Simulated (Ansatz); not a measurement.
# Phonons of LiCNO (R3m) against volume, part 3 of 3

Does LiCNO (R3m) expand much on heating, by its phonons?

Ansatz 0.2.0; DFT PBEsol+D3(BJ), scalar-relativistic, plane waves, PAW.

So far, highest frequency on the path or at a solved wavevector (cm⁻¹): step 2 (phonons on a q mesh) 2343; step 4 (phonons at the other volume, volume ratio 0.97) 2354.

### 5. Relaxing at another volume, volume ratio 1.03 (continued)

Step by step:

```tsv
step	energy less that of the first step (eV)	largest force component (eV/Å)	pressure (GPa)	volume (Å³)
1	0.0000	1.0495	-3.91	42.64
2	-0.0105	0.2243	-1.52	42.64
3	-0.0110	0.0350	-1.13	42.64
4	-0.0110	0.0310	-1.09	42.64
5	-0.0111	0.0056	-1.08	42.64
6	-0.0111	0.0011	-1.09	42.64
7	-0.0111	0.0001	-1.09	42.64
8*	-0.0113	0.0002	-1.08	42.64
9	-0.0113	0.0058	-1.02	42.64
10	-0.0113	0.0001	-1.04	42.64
11*	-0.0114	0.0002	-1.04	42.64
```

Relaxation steps marked * repeat the geometry before them on a plane-wave basis chosen anew for their cell, so energy and pressure can jump there.

The run keeps the 6 symmetry operations that it works with, so distortions that break them were not tested.

```tsv
conventional cell, symmetrised	before	after	change
a (Å)	3.211	3.221	+0.3 %
b (Å)	3.211	3.221	+0.3 %
c (Å)	14.323	14.241	-0.6 %
volume (Å³/atom)	10.66	10.66	-0.0 %
```

The atoms that moved most (Å, as changes of fractional coordinates times the final cell):

```tsv
atom	dx	dy	dz	length
Li1	0.000	0.000	0.013	0.013
O4	0.000	0.000	-0.009	0.009
```

The relaxed structure:

```xyz
4
Lattice="1.6103 0.9297 4.7472 -1.6103 0.9297 4.7472 0.0000 -1.8594 4.7472" Properties=species:S:1:pos:R:3 pbc="T T T"
Li    0.0000    0.0000    0.0889
C     0.0000    0.0000    7.0821
N     0.0000    0.0000    5.8915
O     0.0000    0.0000    8.2997
```

Numbers from this step:

| Quantity | Value |
| --- | --- |
| pressure | -1.038 GPa |
| gap on the k-mesh | 4.692 eV |
| volume per atom | 10.66 Å³ |
| direct gap on mesh | 4.842 eV |

The relaxation ends with a largest force component of 2.0e-4 eV/Å.

### 6. Phonons at the other volume, volume ratio 1.03

The phonons are repeated at this volume on the same k and q meshes.

input.yaml reads:

```yaml
crystal:
  lattice:
    - [1.610277497, 0.9296941464, 4.7471503935]
    - [-1.610277497, 0.9296941464, 4.7471503935]
    - [0.0, -1.8593882928, 4.7471503935]
  atoms:
    - { symbol: Li, position: [0.0062391707, 0.0062391707, 0.0062391707] }
    - { symbol: C, position: [0.4972896523, 0.4972896523, 0.4972896523] }
    - { symbol: "N", position: [0.4136878316, 0.4136878316, 0.4136878316] }
    - { symbol: O, position: [0.5827833454, 0.5827833454, 0.5827833454] }
kpoints:
  mp_grid: { grid: [9, 9, 9] }
hamiltonian:
  xc: pbesol
  dispersion: d3bj
scf:
  occupations: { method: fixed }
output:
  eigenvalues: true
phonons:
  method: dfpt
  dielectric: true
  rigid_motions: translations
  qmesh: [3, 3, 3]
  temperatures: { t_max: 1000, t_step: 50 }
  qpath:
    path:
      - [[0.0, 0.0, 0.0], [-0.5, -0.5, -0.5], [-0.5, -0.19223621, -0.80776379]]
      - [[-0.19223621, 0.19223621, -0.5], [0.0, 0.0, -0.5], [0.0, 0.0, 0.0], [0.0, 0.3461181, -0.3461181]]
      - [[-0.3461181, 0.0, -0.6538819], [-0.5, 0.0, -0.5], [0.0, 0.0, 0.0]]
    npoints: 10
```

Command:

```bash
$ ansatz run input.yaml --threads 4 --pin off --max-ram 7168MiB --backend cpu --events-out ev --progress --plain --runs-dir out
```

Numbers of over 12 decimals in the logs are rounded to 6 here.

The log of the run:

```text
[...]
Crystal: 4 atoms, lattice volume = 42.641 Å³
Basis set: ecut = 420 eV, 861 PW (Γ), exchange–correlation on 72×72×72 points (8 copies of the dense FFT grid, shifted against one another)
Bands: 13, of which v1, the nominal top of the filled ones, is band 9 counted from 1 (8 counted from 0)
Symmetry: 6 space group operations
k-points: 205 of 729 (irreducible under 2 space group operations, time reversal used)
[...]
ω (cm⁻¹)  modes    IR ((D/Å)²/amu)
[...]
optical modes at Γ + LO–TO along q̂ = [0.0000, 0.0000, 1.0000]:
      ω (cm⁻¹)  modes    IR ((D/Å)²/amu)
[...]
503.31      1             9.5329
        608.94      2             2.0477
       1288.88      1             0.8140
       2332.72      1            23.9956
--- Phonons (arbitrary-q DFPT): 6 irreducible q on the 3×3×3 mesh ---
[...]
interpolated dispersion: 74 rows × 12 modes
[...]
[key lines of the parts left out:]
SCF converged after 9 iterations
Free energy (F): -1390.828658 eV
Fermi energy:    2.035355 eV
```

It took 5.4 min on 4 threads of Arm Neoverse V2, shared host; peak memory 1.3 GiB.

This step gave:

```yaml
sum_rule_residual_before_enforcement: 1.84e-4 eV/Å²
miss_of_the_charge_sum_rule: 1.89e-5 e
lowest_frequency_on_the_path: -57.37 cm⁻¹
highest_frequency_on_the_path_or_at_a_solved_wavevector: 2333 cm⁻¹
highest_optical_mode_at_the_zone_centre_no_lo_to_term: 2256 cm⁻¹
lowest_optical_zone_centre_mode: 84.87 cm⁻¹
mean_high_frequency_dielectric_constant: 2.573
largest_born_charge_third_of_the_trace: 1.244 e
mean_static_dielectric_constant: 7.997
top_of_the_zone_centre_spectrum_with_the_field: 2333 cm⁻¹
lowest_mode_on_the_q_mesh_acoustic_modes_at_gamma_apart: -47.19 cm⁻¹
```

The highest optical mode at the zone centre (no LO-TO term) is 2255.9 cm⁻¹, -10.5 cm⁻¹ against the base run.

### 7. Grüneisen parameters

The Grüneisen parameter of a mode is minus the logarithmic change of its frequency with volume, −d ln ω / d ln V; weighted by heat capacity it gives the expansion.

Numbers from this step:

* bulk modulus: 38.4 GPa

The phonon branches at the labelled points (cm⁻¹):

```tsv
point	branch 1	branch 2	branch 3	branch 4	branch 9	branch 10	branch 11	branch 12
Γ	0	0	0	96	606	606	1293	2343
halfway	-43	-43	101	101	606	606	1292	2342
T	-66	-66	106	106	606	606	1282	2343
halfway	83	130	157	197	612	627	1279	2269
H2	117	163	187	235	626	631	1277	2204
jump to H0	117	163	187	235	626	631	1277	2204
halfway	99	144	188	214	619	636	1278	2202
L	102	107	174	194	613	640	1280	2205
halfway	69	78	135	141	610	636	1283	2237
Γ	0	0	0	96	606	635	1288	2270
halfway	71	104	145	169	612	636	1280	2224
S0	113	166	185	237	627	630	1277	2202
jump to S2	113	166	185	237	627	630	1277	2202
halfway	112	149	196	203	618	638	1279	2211
F	95	148	169	208	613	641	1279	2216
halfway	64	92	137	151	610	631	1282	2248
Γ	0	0	0	96	606	632	1289	2280
```

The same for volume x 0.97:

```tsv
point	branch 1	branch 2	branch 3	branch 4	branch 9	branch 10	branch 11	branch 12
Γ	0	0	0	107	604	604	1298	2354
T	-75	-75	120	120	604	604	1287	2354
H2	127	174	199	242	625	630	1281	2213
H0	127	174	199	242	625	630	1281	2213
L	111	122	176	211	610	640	1284	2215
Γ	0	0	0	107	604	635	1293	2282
S0	123	178	196	244	626	629	1281	2212
S2	123	178	196	244	626	629	1281	2212
F	106	153	174	223	611	640	1283	2225
Γ	0	0	0	107	604	632	1294	2292
```

The same for volume x 1.03:

```tsv
point	branch 1	branch 2	branch 3	branch 4	branch 9	branch 10	branch 11	branch 12
Γ	0	0	0	85	609	609	1289	2333
T	-57	-57	92	92	609	609	1279	2333
H2	107	150	176	228	627	632	1274	2196
H0	107	150	176	228	627	632	1274	2196
L	92	94	172	177	615	640	1277	2196
Γ	0	0	0	85	609	634	1284	2260
S0	103	152	174	230	628	631	1274	2194
S2	103	152	174	230	628	631	1274	2194
F	84	143	165	192	615	641	1276	2207
Γ	0	0	0	85	609	632	1285	2270
```

### 8. Summary of results

```
bulk modulus              : 38.4 GPa
gap deformation potential : -0.514 eV
```

In words: No expansion is given, because modes are imaginary at one volume or more. Without the field, the highest optical mode at Γ goes from 2278 to 2256 cm⁻¹ as the cell grows, a Grüneisen parameter of 0.16. Branches are matched by rank, so values near crossings are rough. The program warns that the interpolation holds no quadrupole term, so branches close to Γ can be off in this crystal. In the phonons the program treats the change of the C6 weights of the dispersion term with coordination only in part.

[Logs are printed without paths, hosts, clocks, repeated set-up lines and the standing remarks that a program may print on its own settings, such as how far it seeks lower states.]

[Hosts, paths, dates, database ids (printed as entryN), source tags and the programs' standing remarks are cut or masked in the printed files.]
